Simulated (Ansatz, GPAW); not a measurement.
# A 10-layer slab of Ir(110): converging a work function

How do cutoff, mesh, smearing and the dipole layer change the work function of a 10-layer slab of Ir(110)?

Calculated with GPAW 26.7.0 and Ansatz 0.2.0; Ansatz plane waves; slab in vacuum with a dipole correction, relaxation, in the first sound run; inputs show where later runs differ.

## (1) The starting structure

The cell holds 10 atoms: 10 Ir. Cell: a = 3.840 Å, b = 2.715 Å, c = 28.219 Å, α = 90.0°, β = 90.0°, γ = 90.0°. Vacuum lies along c.

## (2) Relaxation

The atoms are relaxed first, since the surface dipole, and with it the work function, follows the positions of the outer layers. The lowest 5 atoms are held at bulk positions and keep their forces.

input.yaml reads:

```yaml
crystal:
  lattice:
    - [3.84, 0.0, 0.0]
    - [0.0, 2.7152900398, 0.0]
    - [0.0, 0.0, 28.2188051789]
  atoms:
    - { symbol: Ir, position: [0.5, 0.5, 0.2834988919] }
    - { symbol: Ir, position: [0.0, 0.0, 0.3316102493] }
    - { symbol: Ir, position: [0.5, 0.5, 0.3797216066] }
    - { symbol: Ir, position: [0.0, 0.0, 0.427832964] }
    - { symbol: Ir, position: [0.5, 0.5, 0.4759443213] }
    - { symbol: Ir, position: [0.0, 0.0, 0.5240556787] }
    - { symbol: Ir, position: [0.5, 0.5, 0.572167036] }
    - { symbol: Ir, position: [0.0, 0.0, 0.6202783934] }
    - { symbol: Ir, position: [0.5, 0.5, 0.6683897507] }
    - { symbol: Ir, position: [0.0, 0.0, 0.7165011081] }
kpoints:
  mp_grid: { grid: [8, 12, 1] }
hamiltonian:
  xc: pbe
scf:
  occupations: { method: fermi_dirac, width: 0.1 }
efield:
  axis: 3
  dipole_correction: true
  ramp_width: 0.05
relax:
  f_tol: 0.02
  max_steps: 60
  constraints: [{ sites: [0, 1, 2, 3, 4] }]
output:
  write_potential: true
  write_density: true
  volumetric_format: npy
```

Launch:

```sh
> ansatz run input.yaml --threads 4 --pin off --max-ram 8192MiB --backend cpu --events-out ev --progress --plain --runs-dir out
```

Numbers of over 12 decimals in the logs are rounded to 6 here.

Log:

```text
Engine: ansatz 0.2.0, aarch64-unknown-linux-gnu
Pseudopotentials: kind: paw
Pseudopotential: Ir, paw, valence charge 17, recommended cutoff 420 eV (normal), Ir.paw.azcp
Functional definition: PBE
  parameter kappa = 0.804
  parameter beta = 0.066725
  exchange = pbe_x(kappa = kappa, mu = beta*pi^2/3)
  correlation = pbe_c(beta = beta)
Crystal: 10 atoms, lattice volume = 294.229 Å³
Basis set: ecut = 420 eV, 5787 PW (Γ), exchange–correlation on 54×40×384 points (8 copies of the dense FFT grid, shifted against one another)
Bands: 102, of which v1, the nominal top of the filled ones, is band 85 counted from 1 (84 counted from 0)
Symmetry: 4 space group operations
k-points: 35 of 96
Non-local potential: Ir, projectors of the file, l = 0: 3, l = 1: 2, l = 2: 2, l = 3: 1
PAW form: soft (Blöchl's): semilocal exchange-correlation on the pseudo side does not see the compensation charge
PAW one-centre angular grid: Ir, 590 points (default); XC on 64 Gauss nodes
Initial density: superposition of atomic densities (neutral atoms: chi_scale 0, normalization atom), corrected by the library's trained network
Initial wavefunctions: pseudopotential atomic-orbital guess
Functional: x = pbe(κ = 0.804, μ = 0.219515), c = pbe(β = 0.066725)
SCF iter   1: F=—  HF=-119349.437611 eV  |F-HF|=—  |Δ(HF+E_count)|=         —  Δρ=1.46e-2  dr2=1.20e1  ethr=1.77e-3  p=0.000 e·Å  D=1.57e-13 V/Å  ΔV_dip=-0.00 eV  dr2_dipole=1.28e-7  V_vac-E_F(+/−)=4.67/4.67 eV  ⟨swp⟩=7.1  Hψ=14438  notcnv=0  defer=38
efield: sawtooth ramp at fractional position 0.9750 (placed from the atoms, in the widest stretch of the axis that holds none; the zero of the levels goes with the place), width 0.0500; the density the first Hamiltonian is built on has a dipole p = 0.000 e·Å; the dipole correction subtracts the counter field D = 1.57e-13 V/Å, which shifts the + side's vacuum level by -0.00 eV against the − side's; the planar-averaged density in the ramp window peaks in size at 2.5e-5 e/Å³
preconditioner: auto → LDOS  [metal: Δε(μ)=0.020 eV  Ē_g=6.201 eV  σ=0.100 eV  W_gap=0.05  n_scr=74 (ndim 8)  ℏωp=20.5 eV  f_vac=0.466  D(μ)=11.21/eV (n_scr^D=82)  β→1.0]
SCF iter   2: F=—  HF=-119349.299593 eV  |F-HF|=—  |Δ(HF+E_count)|=   1.38e-1  Δρ=3.53e-3  dr2=1.79e-1  ethr=1.77e-3  p=0.000 e·Å  D=1.95e-7 V/Å  ΔV_dip=-0.00 eV  dr2_dipole=1.29e-6  V_vac-E_F(+/−)=5.03/5.03 eV  ⟨swp⟩=1.9  Hψ=4213  notcnv=0  defer=57
SCF iter   3: F=—  HF=-119349.295321 eV  |F-HF|=—  |Δ(HF+E_count)|=   4.27e-3  Δρ=1.20e-3  dr2=7.62e-3  ethr=1.05e-4  p=0.000 e·Å  D=5.44e-6 V/Å  ΔV_dip=-0.00 eV  dr2_dipole=1.74e-6  V_vac-E_F(+/−)=5.00/5.00 eV  ⟨swp⟩=2.0  Hψ=4995  notcnv=0  defer=65
SCF iter   4: F=—  HF=-119349.293383 eV  |F-HF|=—  |Δ(HF+E_count)|=   1.94e-3  Δρ=3.18e-4  dr2=6.54e-4  ethr=4.48e-6  p=-0.000 e·Å  D=-4.38e-7 V/Å  ΔV_dip=0.00 eV  dr2_dipole=1.25e-9  V_vac-E_F(+/−)=5.03/5.03 eV  ⟨swp⟩=2.7  Hψ=5829  notcnv=0  defer=65
SCF iter   5: F=—  HF=-119349.293359 eV  |F-HF|=—  |Δ(HF+E_count)|=   2.48e-5  Δρ=8.59e-5  dr2=8.52e-5  ethr=3.84e-7  p=0.000 e·Å  D=1.62e-6 V/Å  ΔV_dip=-0.00 eV  dr2_dipole=8.73e-9  V_vac-E_F(+/−)=5.03/5.03 eV  ⟨swp⟩=2.7  Hψ=5944  notcnv=0  defer=61
SCF iter   6: F=-119349.293355 eV  HF=-119349.293360 eV  |F-HF|=5.17e-6  |Δ(HF+E_count)|=   1.22e-6  Δρ=3.04e-5  dr2=8.33e-6  ethr=5.88e-9  p=-0.000 e·Å  D=-3.80e-7 V/Å  ΔV_dip=0.00 eV  dr2_dipole=2.54e-9  V_vac-E_F(+/−)=5.04/5.04 eV  ⟨swp⟩=12.0  Hψ=35794  notcnv=0
SCF 1 converged in 6 iterations: F = -119349.293355 eV  dr2 = 8.33e-6
  greatest PAW one-centre occupation: 1.000 electrons in one spin orbital (limit 2), on the Ir atom at site 5 (counted from 0), in its partial waves of l = 0
relax step   1: F+E_penalty+E_count = -119349.29335457 eV  Δ(F+E_penalty+E_count) = +0.000e0 eV  max|allowed force component| = 1.218e0 eV/Å  Δτ_max = 0.0000 Å  (6 SCF iters, dr2 threshold 1.00e-5 eV, accepted)
Initial density: handed on by an earlier stage of this run
Initial wavefunctions: those handed on with the density
iter 1 solved again at ethr=1.02e-3 eV; its pass at ethr=3.10e-3 eV (dr2=1.73e0 eV) is discarded
SCF iter   1: F=—  HF=-119349.327706 eV  |F-HF|=—  |Δ(HF+E_count)|=         —  Δρ=1.09e-2  dr2=1.66e0  ethr=1.02e-3  p=-0.000 e·Å  D=-4.79e-7 V/Å  ΔV_dip=0.00 eV  dr2_dipole=9.28e-1  V_vac-E_F(+/−)=5.02/5.02 eV  ⟨swp⟩=1.3  Hψ=13305  notcnv=0  defer=35
efield: sawtooth ramp at fractional position 0.9750 (handed on by an earlier solve), width 0.0500; the density the first Hamiltonian is built on has a dipole p = -0.000 e·Å; the dipole correction subtracts the counter field D = -4.79e-7 V/Å, which shifts the + side's vacuum level by +0.00 eV against the − side's; the planar-averaged density in the ramp window peaks in size at 1.9e-6 e/Å³
preconditioner: auto → LDOS  [metal: Δε(μ)=0.011 eV  Ē_g=6.268 eV  σ=0.100 eV  W_gap=0.03  n_scr=74 (ndim 8)  ℏωp=20.5 eV  f_vac=0.467  D(μ)=11.55/eV (n_scr^D=82)  β→1.0]
SCF iter   2: F=—  HF=-119349.292024 eV  |F-HF|=—  |Δ(HF+E_count)|=   3.57e-2  Δρ=2.99e-3  dr2=6.64e-2  ethr=9.76e-4  p=0.018 e·Å  D=1.12e-2 V/Å  ΔV_dip=-0.32 eV  dr2_dipole=2.27e-2  V_vac-E_F(+/−)=4.76/5.07 eV  ⟨swp⟩=2.4  Hψ=4496  notcnv=0  defer=35
SCF iter   3: F=—  HF=-119349.286151 eV  |F-HF|=—  |Δ(HF+E_count)|=   5.87e-3  Δρ=1.15e-3  dr2=9.45e-3  ethr=3.90e-5  p=0.013 e·Å  D=8.11e-3 V/Å  ΔV_dip=-0.23 eV  dr2_dipole=7.25e-4  V_vac-E_F(+/−)=4.83/5.06 eV  ⟨swp⟩=2.6  Hψ=6237  notcnv=0  defer=49
SCF iter   4: F=—  HF=-119349.284276 eV  |F-HF|=—  |Δ(HF+E_count)|=   1.88e-3  Δρ=4.03e-4  dr2=1.18e-3  ethr=5.56e-6  p=0.015 e·Å  D=9.17e-3 V/Å  ΔV_dip=-0.26 eV  dr2_dipole=1.14e-4  V_vac-E_F(+/−)=4.81/5.06 eV  ⟨swp⟩=2.6  Hψ=5840  notcnv=0  defer=49
SCF iter   5: F=—  HF=-119349.284251 eV  |F-HF|=—  |Δ(HF+E_count)|=   2.53e-5  Δρ=1.47e-4  dr2=1.16e-4  ethr=6.91e-7  p=0.015 e·Å  D=9.19e-3 V/Å  ΔV_dip=-0.26 eV  dr2_dipole=5.60e-7  V_vac-E_F(+/−)=4.80/5.06 eV  ⟨swp⟩=2.5  Hψ=5537  notcnv=0  defer=49
SCF iter   6: F=-119349.284250 eV  HF=-119349.284260 eV  |F-HF|=1.05e-5  |Δ(HF+E_count)|=   9.58e-6  Δρ=5.36e-5  dr2=1.45e-5  ethr=5.46e-8  p=0.015 e·Å  D=9.22e-3 V/Å  ΔV_dip=-0.26 eV  dr2_dipole=1.97e-6  V_vac-E_F(+/−)=4.80/5.06 eV  ⟨swp⟩=12.2  Hψ=35883  notcnv=0
SCF 2 converged in 6 iterations: F = -119349.284250 eV  dr2 = 1.45e-5
  greatest PAW one-centre occupation: 1.000 electrons in one spin orbital (limit 2), on the Ir atom at site 8 (counted from 0), in its partial waves of l = 0
[...]
SCF iter   5: F=—  HF=-119349.396520 eV  |F-HF|=—  |Δ(HF+E_count)|=   1.38e-5  Δρ=5.97e-5  dr2=2.14e-5  ethr=1.02e-7  p=0.007 e·Å  D=4.52e-3 V/Å  ΔV_dip=-0.13 eV  dr2_dipole=2.38e-7  V_vac-E_F(+/−)=4.93/5.06 eV  ⟨swp⟩=2.5  Hψ=5511  notcnv=0  defer=63
SCF iter   6: F=—  HF=-119349.396148 eV  |F-HF|=—  |Δ(HF+E_count)|=   3.71e-4  Δρ=2.12e-5  dr2=1.87e-6  ethr=9.53e-9  p=0.007 e·Å  D=4.45e-3 V/Å  ΔV_dip=-0.13 eV  dr2_dipole=7.22e-8  V_vac-E_F(+/−)=4.93/5.06 eV  ⟨swp⟩=2.5  Hψ=5454  notcnv=0  defer=63
SCF iter   7: F=—  HF=-119349.396149 eV  |F-HF|=—  |Δ(HF+E_count)|=   3.85e-7  Δρ=6.90e-6  dr2=2.52e-7  ethr=8.32e-10  p=0.007 e·Å  D=4.43e-3 V/Å  ΔV_dip=-0.13 eV  dr2_dipole=1.65e-8  V_vac-E_F(+/−)=4.93/5.06 eV  ⟨swp⟩=3.0  Hψ=6512  notcnv=0  defer=63
SCF iter   8: F=-119349.396149 eV  HF=-119349.396149 eV  |F-HF|=1.38e-8  |Δ(HF+E_count)|=   2.13e-8  Δρ=2.09e-6  dr2=1.53e-8  ethr=4.45e-11  p=0.007 e·Å  D=4.43e-3 V/Å  ΔV_dip=-0.12 eV  dr2_dipole=2.41e-9  V_vac-E_F(+/−)=4.93/5.06 eV  ⟨swp⟩=11.3  Hψ=28149  notcnv=0
SCF 3 converged in 8 iterations: F = -119349.396149 eV  dr2 = 1.53e-8
relax step   3: F+E_penalty+E_count = -119349.39614860 eV  Δ(F+E_penalty+E_count) = -1.028e-1 eV  max|allowed force component| = 1.697e-1 eV/Å  Δτ_max = 0.0944 Å  (8 SCF iters, accepted)
[...]
relax step   4: F+E_penalty+E_count = -119349.40143257 eV  Δ(F+E_penalty+E_count) = -5.284e-3 eV  max|allowed force component| = 6.038e-2 eV/Å  Δτ_max = 0.0383 Å  (6 SCF iters, dr2 threshold 1.80e-6 eV, accepted)
SCF iter   1: F=—  HF=-119349.402051 eV  |F-HF|=—  |Δ(HF+E_count)|=         —  Δρ=2.97e-4  dr2=1.34e-3  ethr=8.90e-6  p=0.006 e·Å  D=3.93e-3 V/Å  ΔV_dip=-0.11 eV  dr2_dipole=9.09e-4  V_vac-E_F(+/−)=4.95/5.06 eV  ⟨swp⟩=2.1  Hψ=6085  notcnv=0  defer=59
efield: sawtooth ramp at fractional position 0.9750 (handed on by an earlier solve), width 0.0500; the density the first Hamiltonian is built on has a dipole p = 0.006 e·Å; the dipole correction subtracts the counter field D = 3.93e-3 V/Å, which shifts the + side's vacuum level by -0.11 eV against the − side's; the planar-averaged density in the ramp window peaks in size at 4.1e-6 e/Å³
preconditioner: auto → LDOS  [metal: Δε(μ)=0.006 eV  Ē_g=6.234 eV  σ=0.100 eV  W_gap=0.01  n_scr=74 (ndim 8)  ℏωp=20.5 eV  f_vac=0.465  D(μ)=11.51/eV (n_scr^D=82)  β→1.0]
SCF iter   2: F=—  HF=-119349.402027 eV  |F-HF|=—  |Δ(HF+E_count)|=   2.39e-5  Δρ=1.58e-4  dr2=1.60e-4  ethr=7.86e-7  p=0.006 e·Å  D=3.55e-3 V/Å  ΔV_dip=-0.10 eV  dr2_dipole=1.17e-6  V_vac-E_F(+/−)=4.96/5.06 eV  ⟨swp⟩=2.0  Hψ=5661  notcnv=0  defer=59
SCF iter   3: F=—  HF=-119349.402019 eV  |F-HF|=—  |Δ(HF+E_count)|=   7.69e-6  Δρ=1.08e-4  dr2=1.11e-4  ethr=9.43e-8  p=0.006 e·Å  D=3.75e-3 V/Å  ΔV_dip=-0.11 eV  dr2_dipole=2.54e-6  V_vac-E_F(+/−)=4.95/5.06 eV  ⟨swp⟩=3.0  Hψ=7265  notcnv=0  defer=59
SCF iter   4: F=—  HF=-119349.402001 eV  |F-HF|=—  |Δ(HF+E_count)|=   1.82e-5  Δρ=1.60e-5  dr2=2.56e-6  ethr=6.53e-8  p=0.006 e·Å  D=3.69e-3 V/Å  ΔV_dip=-0.10 eV  dr2_dipole=5.83e-8  V_vac-E_F(+/−)=4.95/5.06 eV  ⟨swp⟩=2.2  Hψ=5246  notcnv=0  defer=59
SCF iter   5: F=—  HF=-119349.401639 eV  |F-HF|=—  |Δ(HF+E_count)|=   3.62e-4  Δρ=6.61e-6  dr2=3.51e-7  ethr=1.51e-9  p=0.006 e·Å  D=3.68e-3 V/Å  ΔV_dip=-0.10 eV  dr2_dipole=1.07e-8  V_vac-E_F(+/−)=4.95/5.06 eV  ⟨swp⟩=2.1  Hψ=5533  notcnv=0  defer=59
SCF iter   6: F=-119349.401639 eV  HF=-119349.401639 eV  |F-HF|=1.17e-8  |Δ(HF+E_count)|=   1.55e-7  Δρ=2.07e-6  dr2=1.93e-8  ethr=5.88e-11  p=0.006 e·Å  D=3.68e-3 V/Å  ΔV_dip=-0.10 eV  dr2_dipole=1.81e-10  V_vac-E_F(+/−)=4.95/5.06 eV  ⟨swp⟩=11.6  Hψ=28571  notcnv=0
SCF 5 converged in 6 iterations: F = -119349.401639 eV  dr2 = 1.93e-8
relax step   5: F+E_penalty+E_count = -119349.40163898 eV  Δ(F+E_penalty+E_count) = -2.064e-4 eV  max|allowed force component| = 5.417e-3 eV/Å  Δτ_max = 0.0057 Å  (6 SCF iters, accepted)
NSCF: frozen V_eff on 35 k-points
the band table was solved once a step of the walk had ended and its energy, with any forces and stress, was formed, with the checks that follow a solve (17727 applications of the Hamiltonian). They found nothing against the state; the energy, forces and stress were not computed again (output.eigenvalues in the input reference)
WARN: The input density's exchange-correlation potential varies sharply where the density is thin. Do not read a vacuum level from v_tot or v_xc, or from such a field of the output density. On a cell that repeats whose density bears no net charge and no dipole along the vacuum's axis use v_es (v_loc + v_h of the components); under efield.dipole_correction with no amplitude use v_es + v_field, which holds any external [...]
SCF converged after 6 iterations
Free energy (F): -119349.401639 eV
Harris-Foulkes:  -119349.401639 eV  (|F-HF|=1.17e-8)
Internal energy: -119349.021977 eV  (E = F + TS)
E sigma→0 (E₀):  -119349.211808 eV
Entropy (-TS):   -0.379662 eV (-37.966 meV/atom)
Fermi energy:    9.772154 eV
Dipole field:    D = 0.003670 V/Å  (p = 0.005967 e·Å, saw-weighted, corrected)
Work function:   Φ+ = 4.9551 eV   Φ− = 5.0587 eV
Levels:          The Fermi level and band energies are counted from a zero that moves with the ramp; work functions are not
--- Per-component energies (eV) ---
  E_band       = -3502.290513
  E_kinetic    = 6222.019955
  E_local      = -326171.730464  (includes V_loc(G=0)·N_el)
  E_nonlocal   = 729.121877
  E_hartree    = 160515.334688
  E_xc         = -2673.949097
  E_vxc        = -2993.010705  (∫ρ·V_xc dr)
  E_paw        = -92234.433613  (= ΣΔE_a)
  E_vpaw       = -2319.367410  (= ΣTr[D̂ρ^β])
  E_aug_tail   = 0.000565  (compensation charges beyond the density's cutoff)
  E_efield     = 0.000011  (sawtooth field / dipole correction)
  E_vefield    = -0.014219  (∫n·V_field dr)
  E_ewald      = 134264.614100
  E_smearing   = -0.379662  (= −TS)
  E_closure    = 0.000000  (closes the sum)
  Σ components = -119349.401639   (vs F -119349.401639, Δ=0.00e0)
--- Forces (eV/Å), atoms counted from 1 ---
  atom   1  Ir     0.00000000     0.00000000     1.12718452
  atom   2  Ir     0.00000000    -0.00000000    -1.21283398
  atom   3  Ir     0.00000000    -0.00000000    -0.28086574
  atom   4  Ir     0.00000000     0.00000000     0.39127740
  atom   5  Ir     0.00000000    -0.00000000    -0.02243282
  atom   6  Ir     0.00000000     0.00000000     0.00059137
  atom   7  Ir     0.00000000     0.00000000     0.00349518
  atom   8  Ir     0.00000000    -0.00000000    -0.00541658
  atom   9  Ir     0.00000000     0.00000000     0.00271687
  atom  10  Ir     0.00000000    -0.00000000    -0.00366512
  max |Σ_I F_I| component: 5.11e-5 eV/Å
--- Band table (eV; the first three rows and the last of 35) ---
  k-point 0: bands = [... 81 lower, 8.8520, 8.8646, 8.8996, 9.1454, 9.3720, 9.4234, 10.0237, 10.1088, ... 13 higher]
  k-point 1: bands = [... 81 lower, 8.6712, 8.8915, 8.9741, 9.3670, 9.3942, 9.4730, 9.9507, 9.9685, ... 13 higher]
  k-point 2: bands = [... 81 lower, 8.9285, 8.9633, 9.0378, 9.3225, 9.3847, 9.5182, 9.6946, 9.8313, ... 13 higher]
  k-point 34: bands = [... 81 lower, 10.4334, 10.4562, 10.5035, 10.5448, 10.6076, 10.6678, 10.6887, 10.7628, ... 13 higher]
--- Relaxed structure (5 steps of the walk, 4 accepted, 0 SCFs on fresh bases) ---
  F+E_penalty+E_count = -119349.40163898 eV   max|allowed force component| = 5.417e-3 eV/Å
  atoms:
    - { symbol: Ir, position: [0.5, 0.500000, 0.2834988919] }
    - { symbol: Ir, position: [0.0, 0.0, 0.331610] }
    - { symbol: Ir, position: [0.5, 0.500000, 0.3797216066] }
    - { symbol: Ir, position: [0.0, 0.0, 0.427832964] }
    - { symbol: Ir, position: [0.5, 0.500000, 0.475944] }
    - { symbol: Ir, position: [0.0, 9.53563306086455e-19, 0.525709] }
    - { symbol: Ir, position: [0.5, 0.500000, 0.573200] }
    - { symbol: Ir, position: [0.0, 8.196307684165287e-19, 0.621699] }
    - { symbol: Ir, position: [0.5, 0.500000, 0.673294] }
    - { symbol: Ir, position: [0.0, -5.318000695771946e-19, 0.715579] }
```

Elapsed: 4.1 min, on 4 threads of Arm Neoverse N1, shared host; peak memory 1.3 GiB.

Relaxation path:

```csv
step,energy less that of the first step (eV),largest force component (eV/Å)
1,0.0000,1.2182
2,0.0091,1.7901
3,-0.1028,0.1697
4,-0.1081,0.0604
5,-0.1083,0.0054
```

Relaxation step 2 was tried and not accepted.

Forces are held to the 4 operations that the run works with; a distortion that breaks them can't arise in this run.

The atoms that moved most (Å):

```csv
atom,dx,dy,dz,length
Ir9,0.000,0.000,0.138,0.138
Ir6,0.000,0.000,0.047,0.047
Ir8,0.000,0.000,0.040,0.040
Ir7,0.000,0.000,0.029,0.029
Ir10,0.000,0.000,-0.026,0.026
```

This step gave:

| Item | Value |
| --- | --- |
| free energy | -119349.4016 eV |
| smearing term TS | 0.3797 eV |
| symmetry operations | 4 |
| upper work function | 4.955 eV |
| lower work function | 5.059 eV |
| dipole along the normal | 0.005967 e·Å |
| dipole field | 0.003670 V/Å |
| vacuum level above | 14.73 eV |
| vacuum level below | 14.83 eV |

The electrostatic potential energy of an electron (with the applied field's), less the Fermi level, planar mean oscillates, so the rows of the table below give means over windows of 1.32 Å about each position, cut where the curve ends. Its maxima inside the range that stand out by 2 % of the span (Å: eV): 8.7: -11.4, 10.0: -12.1, 11.5: -12.2, 12.8: -12.1, 14.1: -11.2, 15.4: -12.5, 16.9: -11.8, 18.2: -10.1. Its minima: 8.1: -13.8, 9.4: -14.9, 10.7: -15.1, 12.1: -15.0, 13.4: -14.9, 14.8: -15.0, 16.2: -15.0, 17.5: -14.7, 19.1: -15.4.

Electrostatic potential energy of an electron (with the applied field's), less the Fermi level, planar mean against z; means over each step:

```csv
z (Å),"electrostatic potential energy of an electron (with the applied field's), less the Fermi level, planar mean (eV)"
0.66,5.04
1.98,5.06
3.30,5.06
4.62,5.05
5.94,4.74
7.26,-3.43
8.58,-12.8
9.90,-13.5
11.22,-13.5
12.54,-13.5
13.86,-13.0
15.18,-13.6
16.50,-13.4
17.82,-12.6
19.14,-14.5
20.46,-9.78
21.78,3.81
23.10,4.92
24.42,4.95
25.74,4.95
27.06,4.96
```

The valence density, planar mean oscillates, so the rows of the table below give means over windows of 1.32 Å about each position, cut where the curve ends. Its maxima inside the range that stand out by 2 % of the span (Å: e/Å³): 8.1: 1.41, 9.4: 1.47, 10.7: 1.47, 12.1: 1.47, 13.4: 1.46, 14.8: 1.47, 16.2: 1.48, 17.5: 1.45, 19.0: 1.48, 20.1: 1.45. Its minima: 8.7: 0.889, 10.0: 0.888, 11.5: 0.901, 12.8: 0.886, 14.1: 0.816, 15.4: 0.929, 16.9: 0.871, 18.2: 0.758, 19.5: 1.16.

Valence density, planar mean against z; means over each step:

```csv
z (Å),"valence density, planar mean (e/Å³)"
3.30,1.2e-5
4.62,3.8e-4
5.94,0.0126
7.26,0.532
8.58,1.18
9.90,1.19
11.22,1.19
12.54,1.20
13.86,1.16
15.18,1.21
16.50,1.19
17.82,1.14
19.14,1.29
20.46,1.00
21.78,0.0489
23.10,0.00128
24.42,3.9e-5
```

The relaxation lowered the energy of the cell by 0.108 eV.

[end of part 1 of 3]

[Logs are printed without paths, hosts, clocks, repeated set-up lines and the standing remarks that a program may print on its own settings, such as how far it seeks lower states.]

[Hosts, paths, dates, database ids (printed as entryN), source tags and the programs' standing remarks are cut or masked in the printed files.]
